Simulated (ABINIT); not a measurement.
## KI: optical spectrum from first principles

Wanted: where KI starts to absorb, how strongly, and its refractive index.

Calculated with ABINIT 10.8.3; DFT, PBE, plane waves with norm-conserving potentials (PseudoDojo 0.4.1), scalar-relativistic, independent-particle linear optical response without local fields.

### Step 1. The structure

Symmetry: Fm-3m, No. 225, cubic system. Conventional cell: a = 7.066 Å, b = 7.066 Å, c = 7.066 Å, α = 90.00°, β = 90.00°, γ = 90.00°. Nearest to I lie 6 K at 3.53 Å. Nearest to K lie 6 I at 3.53 Å. Farther neighbours and most contacts between anions are not listed.

Coordinates:

```cif
data_structure
_symmetry_space_group_name_H-M 'P 1'
_symmetry_Int_Tables_number 1
_cell_length_a 4.9961
_cell_length_b 4.9961
_cell_length_c 4.9961
_cell_angle_alpha 60.000
_cell_angle_beta 60.000
_cell_angle_gamma 60.000
_cell_volume 88.18
loop_
_atom_site_label
_atom_site_type_symbol
_atom_site_fract_x
_atom_site_fract_y
_atom_site_fract_z
_atom_site_occupancy
I1 I 0.50000 0.50000 0.50000 1
K2 K 0.00000 0.00000 0.00000 1
```

### Step 2. Ground state, bands and velocity matrix elements

First the ground state: is it a metal or has it a gap?

This step: DFT, PBE, plane waves with norm-conserving potentials (PseudoDojo 0.4.1), scalar-relativistic, ground state, bands at fixed density and velocity matrix elements (ABINIT 10.8.3).

Contents of run.abi:

```
# ground state, bands on a dense mesh, and the derivatives d/dk of the wave functions
ndtset 3

ngkpt1 6 6 6
shiftk1 0.0 0.0 0.0
tolvrs1 1.0d-12
nband1 12
prtden1 1

iscf2 -2
getden2 1
ngkpt2 8 8 8
shiftk2 0.0 0.0 0.0
kptopt2 1
nband2 36
nbdbuf2 4
tolwfr2 1.0d-14

optdriver3 8
wfk_task3 "wfk_ddk"
prtevk3 1
getwfk3 2
getden3 1
iscf3 -2
ngkpt3 8 8 8
shiftk3 0.0 0.0 0.0
kptopt3 1
nband3 36

nshiftk 1
occopt 3
tsmear 0.001837
ecut 35.0
nstep 80
iomode 3
chksymbreak 0
chkprim 0
chksymtnons 0
acell 3*1.0 Angstrom
rprim
  0.000000000000 3.532775000000 3.532775000000
  3.532775000000 0.000000000000 3.532775000000
  3.532775000000 3.532775000000 0.000000000000
natom 2
ntypat 2
znucl 53 19
typat 1 2
xred
  0.500000000000 0.500000000000 0.500000000000
  0.000000000000 0.000000000000 0.000000000000
pseudos "I.upf, K.upf"
```

Started as:

```sh
$ mpirun -n 4 abinit run.abi
```

Numbers of over 12 decimals in the logs are rounded to 6 here.

The program printed:

```text
DATASET    1 : space group Fm -3 m (#225); Bravais cF (face-center cubic)
 DATASET    2 : space group Fm -3 m (#225); Bravais cF (face-center cubic)
 DATASET    3 : space group Fm -3 m (#225); Bravais cF (face-center cubic)
            ngfft          54      54      54
                         0.11111    0.11111    0.05556    0.02778    0.11111    0.05556
                         0.01389    0.11111    0.11111    0.05556
                         0.04688    0.04688    0.04688    0.04688    0.04688    0.02344
                         0.01172    0.04688    0.04688    0.04688    0.02344    0.01172
                         0.04688    0.02344    0.00586    0.04688    0.09375    0.04688
                         0.04688    0.09375    0.04688    0.02344    0.01172
                         0.04688    0.04688    0.04688    0.04688    0.04688    0.02344
                         0.01172    0.04688    0.04688    0.04688    0.02344    0.01172
                         0.04688    0.02344    0.00586    0.04688    0.09375    0.04688
                         0.04688    0.09375    0.04688    0.02344    0.01172
== DATASET  1 ==================================================================
 Real(R)+Recip(G) space primitive vectors, cartesian coordinates (Bohr,Bohr^-1):
 R(1)=  0.0000000  6.6759772  6.6759772  G(1)= -0.0748954  0.0748954  0.0748954
 R(2)=  6.6759772  0.0000000  6.6759772  G(2)=  0.0748954 -0.0748954  0.0748954
 R(3)=  6.6759772  6.6759772  0.0000000  G(3)=  0.0748954  0.0748954 -0.0748954
 Unit cell volume ucvol=  5.9507887E+02 bohr^3
 Angles (23,13,12)=  6.00000000E+01  6.00000000E+01  6.00000000E+01 degrees
 getcut: wavevector=  0.0000  0.0000  0.0000  ngfft=  54  54  54
     iter   Etot(hartree)      deltaE(h)  residm     vres2
 ETOT  1  -43.085949402327    -4.309E+01 1.996E-02 9.083E+01
 ETOT  2  -43.102452727280    -1.650E-02 7.382E-03 4.075E+00
 ETOT  3  -43.102564495771    -1.118E-04 2.189E-03 6.243E-01
 ETOT  4  -43.102572903215    -8.407E-06 9.069E-04 8.053E-02
 ETOT  5  -43.102574318043    -1.415E-06 6.979E-04 1.393E-03
 ETOT  6  -43.102574422813    -1.048E-07 2.948E-04 8.878E-05
 ETOT  7  -43.102574425072    -2.259E-09 2.457E-04 3.415E-06
 ETOT  8  -43.102574425195    -1.230E-10 1.002E-04 1.044E-07
 ETOT  9  -43.102574425204    -8.228E-12 1.317E-04 1.028E-09
 ETOT 10  -43.102574425199     5.095E-12 9.533E-05 2.759E-11
 ETOT 11  -43.102574425204    -4.995E-12 9.708E-05 1.219E-12
 ETOT 12  -43.102574425203     2.629E-13 1.004E-04 6.745E-14
 At SCF step   12       vres2   =  6.74E-14 < tolvrs=  1.00E-12 =>converged.
 Cartesian components of stress tensor (hartree/bohr^3)
  sigma(1 1)= -1.93324331E-05  sigma(3 2)=  0.00000000E+00
  sigma(2 2)= -1.93324331E-05  sigma(3 1)=  0.00000000E+00
  sigma(3 3)= -1.93324331E-05  sigma(2 1)=  0.00000000E+00
 Mean square residual over all n,k,spin=   94.948E-08; max=  10.038E-05
 Fermi (or HOMO) energy (hartree) =   0.10400   Average Vxc (hartree)=  -0.26575
 Eigenvalues (hartree) for nkpt=  16  k points:
 kpt#   1, nband= 12, wtk=  0.00463, kpt=  0.0000  0.0000  0.0000 (reduced coord)
  -1.04299   -0.43616   -0.43616   -0.43616   -0.38166    0.00435    0.00435    0.00435
   0.14997    0.24342    0.24342    0.24342
   2.00000    2.00000    2.00000    2.00000    2.00000    2.00000    2.00000    2.00000
   0.00000    0.00000    0.00000    0.00000
kinetic             :  1.34669193400070E+01
hartree             :  9.56442330157920E+00
xc                  : -1.04106366142858E+01
Ewald energy        : -2.74618377792638E+01
psp_core            :  7.41944137873510E-01
local_psp           : -3.51498725253895E+01
non_local_psp       :  6.14648571427619E+00
internal            : -4.31025744252033E+01
'-kT*entropy'       : -4.67459329554772E-15
total_energy        : -4.31025744252033E+01
total_energy_eV     : -1.17288080088035E+03
 Cartesian components of stress tensor (hartree/bohr^3)
  sigma(1 1)= -1.93324331E-05  sigma(3 2)=  0.00000000E+00
  sigma(2 2)= -1.93324331E-05  sigma(3 1)=  0.00000000E+00
  sigma(3 3)= -1.93324331E-05  sigma(2 1)=  0.00000000E+00
-Cartesian components of stress tensor (GPa)         [Pressure=  5.6878E-01 GPa]
== DATASET  2 ==================================================================
 Real(R)+Recip(G) space primitive vectors, cartesian coordinates (Bohr,Bohr^-1):
 R(1)=  0.0000000  6.6759772  6.6759772  G(1)= -0.0748954  0.0748954  0.0748954
 R(2)=  6.6759772  0.0000000  6.6759772  G(2)=  0.0748954 -0.0748954  0.0748954
 R(3)=  6.6759772  6.6759772  0.0000000  G(3)=  0.0748954  0.0748954 -0.0748954
 Unit cell volume ucvol=  5.9507887E+02 bohr^3
 Angles (23,13,12)=  6.00000000E+01  6.00000000E+01  6.00000000E+01 degrees
 getcut: wavevector=  0.0000  0.0000  0.0000  ngfft=  54  54  54
 Mean square residual over all n,k,spin=   52.722E-16; max=  99.725E-16
 Eigenvalues (hartree) for nkpt=  29  k points:
 kpt#   1, nband= 36, wtk=  0.00195, kpt=  0.0000  0.0000  0.0000 (reduced coord)
  -1.04299   -0.43616   -0.43616   -0.43616   -0.38166    0.00435    0.00435    0.00435
   0.14997    0.24342    0.24342    0.24342    0.26985    0.26985    0.36592    0.47509
   0.47509    0.47509    0.48175    0.48175    0.48175    0.55639    0.55639    0.63653
   0.71813    0.71813    0.71813    0.76221    0.76221    0.76221    0.80206    0.80206
   0.83164    0.83164    0.83164    0.93888
== DATASET  3 ==================================================================
            ngfft          54      54      54
                         0.11111    0.11111    0.05556    0.02778    0.11111    0.05556
                         0.01389    0.11111    0.11111    0.05556
                         0.04688    0.04688    0.04688    0.04688    0.04688    0.02344
                         0.01172    0.04688    0.04688    0.04688    0.02344    0.01172
                         0.04688    0.02344    0.00586    0.04688    0.09375    0.04688
                         0.04688    0.09375    0.04688    0.02344    0.01172
                         0.04688    0.04688    0.04688    0.04688    0.04688    0.02344
                         0.01172    0.04688    0.04688    0.04688    0.02344    0.01172
                         0.04688    0.02344    0.00586    0.04688    0.09375    0.04688
                         0.04688    0.09375    0.04688    0.02344    0.01172
[shortened to cell, iterations, levels, energies and stress; the echo of variables, forces, comments, warnings and credits are left out]
```

Elapsed: 60 s, on 4 MPI ranks of Arm Neoverse V2, shared host; peak memory 0.13 GiB.

Read-outs, printed or worked out from the files:

* total energy: -43.10 Ha
* gap on the k-mesh: 3.962 eV
* direct gap on the mesh: 3.962 eV

There is a gap, 3.96 eV on this mesh (points off the mesh can give less), so no carriers' term is needed.

### Step 3. Optical response

The spectrum is a sum over vertical transitions between filled and empty bands at the fixed density, so many empty bands are needed.

This step: DFT, PBE, plane waves with norm-conserving potentials (PseudoDojo 0.4.1), scalar-relativistic, independent-particle linear optical response without local fields (ABINIT 10.8.3).

Contents of optic.abi:

```
&FILES
 ddkfile_1 = 'runo_DS3_1_EVK.nc',
 ddkfile_2 = 'runo_DS3_2_EVK.nc',
 ddkfile_3 = 'runo_DS3_3_EVK.nc',
 wfkfile = 'runo_DS2_WFK.nc'
/
&PARAMETERS
 broadening = 0.001470,
 domega = 0.0014700,
 maxomega = 0.58799,
 scissor = 0.0,
 tolerance = 0.002,
 nband_sum = 32
/
&COMPUTATIONS
 num_lin_comp = 1,
 lin_comp = 11,
 num_nonlin_comp = 0,
 num_linel_comp = 0,
 num_nonlin2_comp = 0
/
```

Started as:

```sh
$ optic optic.abi
```

The program printed:

```text

 OPTIC has originally been developed by
 S. Sharma, J. K. Dewhurst and C. Ambrosch-Draxl, Phys. Rev. B 67, 165332 (2003), and
 S. Sharma and C. Ambrosch-Draxl, Physica Scripta T 109 (2004).

 rprimd(bohr)      =   0.00000   6.67598   6.67598
                       6.67598   0.00000   6.67598
                       6.67598   6.67598   0.00000
 natom             =       2
 nkpt,mband        =      29      36
 ecut              =  35.00000 Ha
 newocc: new Fermi energy is       0.096177 , with nelect=     16.000000, Number of bisection calls: 4
 Fermi level: 2.6171  (eV)

 fermie            =   0.09618 Ha   2.61711 eV
 Scissor shift     =   0.00000 Ha
 Tolerance on closeness to singularities     =   0.00200 Ha
 Smearing factor      =   0.00147 Ha
 Will use the antiresonant approximation (meaning that the antiresonant terms are neglected)
 Will not perform the bands decomposition
 linear coeffs to be calculated :
 11
 non-linear coeffs to be calculated :

 electronic part of electro-optic coeffs to be calculated :

 non-linear coeffs (V2) to be calculated :

 linear optic matrix elements will be printed :0
 optic : Call pmat2cart
 No scissor shift to be applied. Returning to main optic routine.
 optic : Call linopt
  linopt            1           1
 calculated the component:           1           1   of dielectric function
  with broadening:         (0.000000,1.46999999999999995E-003)
 and scissors shift:   0.000000
 energy window:   51.916821      eV   1.907908      Ha
 optic : Call nlinopt
 optic : Call linelop
 optic : Call nonlinopt

================================================================================

 Calculation completed.
-
program: optic
version: 10.8.3
start_datetime:
end_datetime:
overall_cpu_time:           0.1
overall_wall_time:           0.1
mpi_procs: 1
omp_threads: 1
...
```

Run time: 0.59 s. Hardware: 1 thread; peak memory 0.05 GiB.

Read-outs, printed or worked out from the files:

```
electronic dielectric constant ε∞, mean over x, y and z (by symmetry where fewer were run) : 3.224
```

The Im ε, E ∥ x has structure finer than the step of the table below, so its rows give means over 0.5 eV, whole bins alone (the curve runs from 0.0400 to 15.9 eV). Peaks (eV: height): 5.76: 7.59, 6.04: 7.38, 6.20: 7.20, 6.44: 6.17, 7.56: 7.22, 7.76: 6.87, 8.64: 5.50.

Sum at mesh points, not converged in k; values under the direct gap are tails of Lorentzian lines. The Im ε, E ∥ x by photon energy; means over each step:

photon energy (eV), Im ε, E ∥ x and a bar:
```
      0.5       0.00 
      1.0       0.00 
      1.5       0.01 
      2.0       0.01 
      2.5       0.01 
      3.0       0.02 
      3.5       0.04 
      4.0       0.19 #
      4.5       0.81 ####
      5.0       1.42 #######
      5.5       2.81 #############
      6.0       6.42 ##############################
      6.5       4.85 #######################
      7.0       3.40 ################
      7.5       5.69 ###########################
      8.0       4.67 ######################
      8.5       3.51 ################
      9.0       2.67 ############
      9.5       1.53 #######
     10.0       0.68 ###
     10.5       0.73 ###
     11.0       1.15 #####
     11.5       0.55 ###
     12.0       0.54 ###
     12.5       1.29 ######
     13.0       1.63 ########
     13.5       0.85 ####
     14.0       0.65 ###
     14.5       0.31 #
     15.0       0.32 #
     15.5       0.35 ##
```

The reflectivity at normal incidence, E ∥ x has structure finer than the step of the table below, so its rows give means over 0.5 eV, whole bins alone (the curve runs from 0.0400 to 15.9 eV). Peaks (eV: height): 5.72: 32.6, 8.04: 37.6, 8.72: 44.6, 9.12: 41.1, 9.64: 64.4, 9.84: 44.4, 13.32: 34.2.

Sum at mesh points, not converged in k. Reflectivity at normal incidence, E ∥ x against photon energy; means over each step:

```tsv
photon energy (eV)	reflectivity at normal incidence, E ∥ x (%)
0.5	8.15
1.0	8.28
1.5	8.53
2.0	8.89
2.5	9.42
3.0	10.2
3.5	11.4
4.0	13.2
4.5	14.8
5.0	18.9
5.5	22.3
6.0	28.4
6.5	25.3
7.0	17.9
7.5	27.4
8.0	35.1
8.5	28.7
9.0	35.1
9.5	52.9
10.0	35.9
10.5	9.36
11.0	15.4
11.5	11.0
12.0	2.77
12.5	7.61
13.0	13.0
13.5	24.7
14.0	15.7
14.5	7.83
15.0	3.33
15.5	1.82
```

The loss function −Im 1/ε at q → 0, E ∥ x has structure finer than the step of the table below, so its rows give means over 0.5 eV, whole bins alone (the curve runs from 0.0400 to 15.9 eV). Peaks (eV: height): 10.20: 2.07, 11.36: 2.07, 13.68: 2.15, 14.24: 3.68, 14.80: 1.46.

Sum at mesh points, not converged in k; values under the direct gap are tails of Lorentzian lines. The loss function −Im 1/ε at q → 0, E ∥ x by energy loss; means over each step:

```tsv
energy loss (eV)	loss function −Im 1/ε at q → 0, E ∥ x
1.0	3.5e-4
1.5	5.4e-4
2.0	7.5e-4
2.5	0.00102
3.0	0.00137
3.5	0.00209
4.0	0.00886
4.5	0.0328
5.0	0.0332
5.5	0.0477
6.0	0.107
6.5	0.192
7.0	0.204
7.5	0.144
8.0	0.211
8.5	0.284
9.0	0.322
9.5	0.333
10.0	1.15
10.5	1.18
11.0	0.855
11.5	1.41
12.0	0.493
12.5	0.496
13.0	0.540
13.5	1.25
14.0	1.56
14.5	1.55
15.0	0.803
15.5	0.566
```

Optical constants at common wavelengths, from n + ik = √ε:

```tsv
wavelength (nm)	n	k	R (%)	1/α
1550	1.80	0.001	8.2	154 µm
1064	1.81	0.001	8.3	70 µm
532	1.87	0.003	9.2	14 µm
365	2.00	0.007	11.0	4.0 µm
308	2.09	0.054	12.5	459 nm
248	2.33	0.343	16.9	58 nm
193	1.98	1.552	29.9	9.9 nm
```

Below the direct gap, k and the depth come from the tails of the Lorentzian lines, not from transitions.

Rows near the edge hang on the gap, which this functional as a rule makes too small, and phonon-assisted absorption is left out.

### Step 4. Summary of results

```yaml
electronic_dielectric_constant_eps_infinity_mean_over_x_y_and_z_by_symmetry_where_fewer_were_run_independent_particles: 3.22
```

What this shows: At this level (PBE, independent particles) KI has ε∞ = 3.22 and n = 1.80 at 1550 nm. On the mesh the gap is 3.96 eV and the least direct gap 3.96 eV. Excitons and phonon-assisted transitions are missing, and so are local fields; PBE gaps are as a rule too small, which pulls the onset down and ε∞ up. Spin-orbit coupling is left out although heavy atoms are present. The sum runs over mesh points 0.19 Å⁻¹ apart with no interpolation, so peaks are partly noise of the mesh and static values carry its error.

[Logs are printed without paths, hosts, clocks, repeated set-up lines and the standing remarks that a program may print on its own settings, such as how far it seeks lower states.]

[Hosts, paths, dates, database ids (printed as entryN), source tags and the programs' standing remarks are cut or masked in the printed files.]
